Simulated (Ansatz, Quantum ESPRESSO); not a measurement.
# Nb2COF MXene, 1 layer in an electric field, part 6 of 6

How does Nb2COF MXene, 1 layer respond to a gate-like field without added charge?

Quantum ESPRESSO 7.5; plane-wave DFT, PBE, GBRV ultrasoft pseudopotentials; geometry and cross-check by Ansatz 0.2.0 with PAW datasets.

So far. Step 14 (Density by pp.x): The density integrates to 43.000 electrons, as the 43 of the input ask. Step 19 (Cross-check with Ansatz: field 0.1 V/Å): At 0.1 V/Å Ansatz's dipole is -0.0265 e Å against -0.0250 from pw.x.

**22. Ground state, with K_POINTS = [6, 6, 1], ecutwfc = 20 and ecutrho = 160**

A sensitivity test on the input.

Level of this step: plane-wave DFT, PBE, GBRV ultrasoft pseudopotentials (Quantum ESPRESSO 7.5).

f1.w0.in reads:

```
&control
  prefix = 'f1.w0'
  outdir = './out'
  pseudo_dir = './pseudo'
  calculation = 'scf'
  tprnfor = .true.
  tefield = .true.
  dipfield = .true.
/
&system
  ibrav = 0
  nat = 5
  ntyp = 4
  ecutwfc = 20
  ecutrho = 160
  occupations = 'smearing'
  smearing = 'fd'
  degauss = 0.004
  edir = 3
  emaxpos = 0.97
  eopreg = 0.04
  eamp = 0.00194469
/
&electrons
  conv_thr = 1e-09
  mixing_beta = 0.4
  electron_maxstep = 120
  mixing_mode = 'plain'
/
ATOMIC_SPECIES
  F   18.9984  f_pbe_v1.4.uspp.F.UPF
  Nb  92.9064  nb_pbe_v1.uspp.F.UPF
  C   12.0110  c_pbe_v1.2.uspp.F.UPF
  O   15.9990  o_pbe_v1.2.uspp.F.UPF
CELL_PARAMETERS angstrom
  3.14303685234012 -0.00000000000000 -0.00000000000000
  -1.57151842617006 2.72194975915722 -0.00000000000000
  -0.00000000000000 -0.00000000000000 21.54269237080000
ATOMIC_POSITIONS crystal
  F   0.333333333333 0.666666666667 0.379879162998
  Nb  0.666666666667 0.333333333333 0.445702865430
  C   0.000000000000 -0.000000000000 0.498652447475
  Nb  0.333333333333 0.666666666667 0.556713727214
  O   0.666666666667 0.333333333333 0.606307825083
K_POINTS automatic
  6 6 1 0 0 0
```

Run with:

```bash
$ OMP_NUM_THREADS=1 mpirun -n 4 pw.x -nk 2 -in f1.w0.in > f1.w0.out
```

The log of the run:

```text
[banner, memory and clock lines left out]
Program PWSCF v.7.5 starts
[citation notice left out]

[...]
bravais-lattice index     =            0
     lattice parameter (alat)  =       5.9395  a.u.
     unit-cell volume          =    1243.7301 (a.u.)^3
     number of atoms/cell      =            5
     number of atomic types    =            4
     number of electrons       =        43.00
     number of Kohn-Sham states=           26
     kinetic-energy cutoff     =      20.0000  Ry
     charge density cutoff     =     160.0000  Ry
     scf convergence threshold =      1.0E-09
     mixing beta               =       0.4000
     number of iterations used =            8  plain     mixing
     Exchange-correlation= SLA  PW   PBE  PBE
                           (   1   4   3   4   0   0   0)

[...]
PseudoPot. # 1 for F  read from file:
     ./pseudo/f_pbe_v1.4.uspp.F.UPF
     Pseudo is Ultrasoft, Zval =  7.0
     Generated by new atomic code, or converted to UPF format
     Using radial grid of  799 points,  4 beta functions with:
                l(1) =   0
                l(2) =   0
                l(3) =   1
                l(4) =   1
     Q(r) pseudized with  8 coefficients,  rinner =    0.950   0.950   0.950

     PseudoPot. # 2 for Nb read from file:
     ./pseudo/nb_pbe_v1.uspp.F.UPF
     Pseudo is Ultrasoft + core correction, Zval = 13.0
     Generated by new atomic code, or converted to UPF format
     Using radial grid of  887 points,  6 beta functions with:
                l(1) =   0
                l(2) =   0
                l(3) =   1
                l(4) =   1
                l(5) =   2
                l(6) =   2
     Q(r) pseudized with  6 coefficients,  rinner =    1.000   1.000   1.000
                                                       1.000   1.000

     PseudoPot. # 3 for C  read from file:
     ./pseudo/c_pbe_v1.2.uspp.F.UPF
     Pseudo is Ultrasoft + core correction, Zval =  4.0
     Generated by new atomic code, or converted to UPF format
     Using radial grid of  721 points,  4 beta functions with:
                l(1) =   0
                l(2) =   0
                l(3) =   1
                l(4) =   1
     Q(r) pseudized with  8 coefficients,  rinner =    1.100   1.100   1.100

     PseudoPot. # 4 for O  read from file:
     ./pseudo/o_pbe_v1.2.uspp.F.UPF
     Pseudo is Ultrasoft + core correction, Zval =  6.0
     Generated by new atomic code, or converted to UPF format
     Using radial grid of  737 points,  5 beta functions with:
                l(1) =   0
                l(2) =   0
                l(3) =   1
                l(4) =   1
                l(5) =   2
     Q(r) pseudized with  8 coefficients,  rinner =    0.900   0.900   0.900
                                                       0.900   0.900

     atomic species   valence    mass     pseudopotential
     F                 7.00    18.99840     F ( 1.00)
     Nb               13.00    92.90640     Nb( 1.00)
     C                 4.00    12.01100     C ( 1.00)
     O                 6.00    15.99900     O ( 1.00)

     No symmetry found

[...]
number of k points=    20  Fermi-Dirac smearing, width (Ry)=  0.0040
[...]
Dense  grid:    42385 G-vectors     FFT dimensions: (  24,  24, 180)

     Smooth grid:    15205 G-vectors     FFT dimensions: (  18,  18, 120)

     Check: negative core charge=   -0.000002

     Initial potential from superposition of free atoms

     starting charge      42.9945, renormalised to      43.0000

     negative rho (up, down):  1.350E-02 0.000E+00

     Adding external electric field

     Computed dipole along edir(3) :
        Dipole                0.0012 Ry au,          0.0030 Debye
        Dipole field          0.0000 Ry au,

        E field amplitude [Ha a.u.]:  1.9447E-03
        Potential amp.        0.1511 Ry
        Total length         39.0814 bohr

     Starting wfcs are   38 randomized atomic wfcs

     per-process dynamical memory:    35.0 Mb

     Self-consistent Calculation

     iteration #  1     ecut=    20.00 Ry     beta= 0.40
     Davidson diagonalization with overlap
     ethr =  1.00E-02,  avg # of iterations =  2.0

     negative rho (up, down):  1.340E-02 0.000E+00

     Adding external electric field

     Computed dipole along edir(3) :
        Dipole               -0.5992 Ry au,         -1.5230 Debye
        Dipole field         -0.0061 Ry au,

        E field amplitude [Ha a.u.]:  1.9447E-03
        Potential amp.        0.6252 Ry
        Total length         39.0814 bohr

     total energy              =    -327.42566443 Ry
     estimated scf accuracy    <       2.02510488 Ry

     iteration #  2     ecut=    20.00 Ry     beta= 0.40
[...]
negative rho (up, down):  1.455E-02 0.000E+00

[...]
Dipole                0.7694 Ry au,          1.9557 Debye
[...]
E field amplitude [Ha a.u.]:  1.9447E-03
[...]
total energy              =    -326.54675911 Ry
     estimated scf accuracy    <       9.82575265 Ry

     iteration #  3     ecut=    20.00 Ry     beta= 0.40
[...]
negative rho (up, down):  1.438E-02 0.000E+00

[...]
Dipole                0.1123 Ry au,          0.2855 Debye
[...]
E field amplitude [Ha a.u.]:  1.9447E-03
[...]
total energy              =    -327.53417453 Ry
     estimated scf accuracy    <      11.87999554 Ry

     iteration #  4     ecut=    20.00 Ry     beta= 0.40
[...]
negative rho (up, down):  1.415E-02 0.000E+00

[...]
Dipole                0.0333 Ry au,          0.0848 Debye
[...]
E field amplitude [Ha a.u.]:  1.9447E-03
[...]
total energy              =    -327.99039684 Ry
     estimated scf accuracy    <       0.39902377 Ry

     iteration #  5     ecut=    20.00 Ry     beta= 0.40
[...]
negative rho (up, down):  1.452E-02 0.000E+00

[...]
Dipole               -0.0619 Ry au,         -0.1575 Debye
[...]
E field amplitude [Ha a.u.]:  1.9447E-03
[...]
total energy              =    -327.99035593 Ry
     estimated scf accuracy    <       0.07817170 Ry

     iteration #  6     ecut=    20.00 Ry     beta= 0.40
[...]
negative rho (up, down):  1.485E-02 0.000E+00

[...]
Dipole               -0.0771 Ry au,         -0.1959 Debye
[...]
E field amplitude [Ha a.u.]:  1.9447E-03
[...]
total energy              =    -328.00076977 Ry
     estimated scf accuracy    <       0.00416025 Ry

[...]
iteration # 13     ecut=    20.00 Ry     beta= 0.40
[...]
negative rho (up, down):  1.484E-02 0.000E+00

[...]
Dipole               -0.0400 Ry au,         -0.1016 Debye
[...]
E field amplitude [Ha a.u.]:  1.9447E-03
[...]
total energy              =    -328.00035702 Ry
     estimated scf accuracy    <       0.00000024 Ry

     iteration # 14     ecut=    20.00 Ry     beta= 0.40
[...]
negative rho (up, down):  1.484E-02 0.000E+00

[...]
Dipole               -0.0399 Ry au,         -0.1015 Debye
[...]
E field amplitude [Ha a.u.]:  1.9447E-03
[...]
total energy              =    -328.00035706 Ry
     estimated scf accuracy    <       0.00000002 Ry

     iteration # 15     ecut=    20.00 Ry     beta= 0.40
[...]
negative rho (up, down):  1.484E-02 0.000E+00

[...]
Dipole               -0.0400 Ry au,         -0.1015 Debye
[...]
E field amplitude [Ha a.u.]:  1.9447E-03
[...]
total energy              =    -328.00035706 Ry
     estimated scf accuracy    <          8.1E-09 Ry

     iteration # 16     ecut=    20.00 Ry     beta= 0.40
[...]
negative rho (up, down):  1.484E-02 0.000E+00

[...]
Dipole               -0.0400 Ry au,         -0.1018 Debye
[...]
E field amplitude [Ha a.u.]:  1.9447E-03
[...]
End of self-consistent calculation

          k = 0.0000 0.0000 0.0000 (  1923 PWs)   bands (ev):

   -55.0379 -54.8637 -31.4997 -30.8855 -30.7953 -30.7953 -30.6614 -30.6614
   -24.6992 -18.2516 -11.0244  -6.5954  -5.6617  -5.6617  -4.9674  -4.5974
    -4.5974  -2.4456  -2.1109  -2.1109   0.1794   0.1794   0.9928   2.4877
     2.4877   3.0350

          k = 0.0000 0.1925 0.0000 (  1877 PWs)   bands (ev):

   -55.0143 -54.8468 -31.4337 -31.0587 -30.8677 -30.8458 -30.7804 -30.6882
   -24.6623 -18.1476 -10.9070  -6.3778  -5.8300  -5.5589  -4.8350  -4.5725
    -4.3459  -3.2030  -2.4060  -2.1223  -0.2541   0.7093   1.0600   2.4577
     2.8362   3.2898

[...]
the Fermi energy is     1.0857 ev

!    total energy              =    -328.00035706 Ry
     estimated scf accuracy    <          6.1E-10 Ry
     smearing contrib. (-TS)   =      -0.00130212 Ry
     internal energy E=F+TS    =    -327.99905493 Ry

     The total energy is F=E-TS. E is the sum of the following terms:
     one-electron contribution =   -2784.84508424 Ry
     hartree contribution      =    1395.41624211 Ry
     xc contribution           =     -57.04077154 Ry
     ewald contribution        =    1118.47038679 Ry
     electric field correction =       0.00017196 Ry

     convergence has been achieved in  16 iterations

     negative rho (up, down):  1.484E-02 0.000E+00

     Forces acting on atoms (cartesian axes, Ry/au):

     atom    1 type  1   force =    -0.00000010   -0.00000009    0.00464887
     atom    2 type  2   force =    -0.00000004    0.00000002   -0.01291817
     atom    3 type  3   force =    -0.00000008   -0.00000001    0.00720432
     atom    4 type  2   force =     0.00000016    0.00000009    0.00438898
     atom    5 type  4   force =     0.00000005   -0.00000001   -0.00332400

     Total force =     0.016453     Total SCF correction =     0.000170

[...]
```

Elapsed: 12 s, on 4 MPI ranks of Arm Neoverse V1, shared host; peak memory 0.35 GiB.

The changed values were drawn from a wide range, not chosen for quality; the comparison shows what they did here together.

Beside the run it was changed from:

```
                     quantity   this run  unchanged run  difference
dipole along the normal (e·Å)   -0.02119       -0.02502      0.0038
             free energy (eV)  -4462.672      -4470.670         8.0
                wall time (s)         12             65            
               SCF iterations         16             10
```

The free energy moves by +1.6e+03 meV an atom.

This run starts from superposed atoms, the unchanged one from a saved density, so their iteration counts don't compare.

The physical values in this table move by up to 15 %.

**23. By hand**

α = Δp/E = (-0.02502 − (-0.05115)) e Å / 0.1 V/Å = 0.2613 e Å²/V; times e/(4πε₀) = 14.40 V Å this is 3.762 Å³. With A = 8.555 Å², 4πα/A = 5.526 Å.

**24. Summary of results**

| Property | Result |
| --- | --- |
| polarisability along the normal, a cell | 3.76 Å³ |
| sheet polarisability 4πα/A | 5.53 Å |
| dipole without a field | -0.0512 e·Å |

In words: The sheet answers a field with a polarisability of 3.76 Å³ a cell, or 4πα/A = 5.53 Å (PBE, GBRV ultrasoft). In pw.x the dipole follows the field linearly over the range tried. A perfect conductor 5.53 Å thick would screen alike; the outer atoms lie 4.88 Å apart. At 0.1 V/Å the sheet takes 0.553 eV off the potential drop. Quantum ESPRESSO and Ansatz give 3.762 and 3.758 Å³ for the polarisability (pw.x from 0 and 0.1 V/Å, Ansatz from ±0.1 V/Å), which agree. The ions stay at their zero-field places, so this is the electrons' response alone. Without a field the sheet has no gap. Spin-orbit coupling is left out; depending on the atoms that carry the levels of interest, it can split and shift them by tens to hundreds of meV. The runs have no spin polarisation although the electron count is odd.

[Logs are printed without paths, hosts, clocks, repeated set-up lines and the standing remarks that a program may print on its own settings, such as how far it seeks lower states.]

[Hosts, paths, dates, database ids (printed as entryN), source tags and the programs' standing remarks are cut or masked in the printed files.]

[Maps of the electrostatic potential energy from Ansatz leave out the sawtooth potential of an applied field or a dipole correction, so their vacuum need not be flat; planar profiles and work functions include it.]
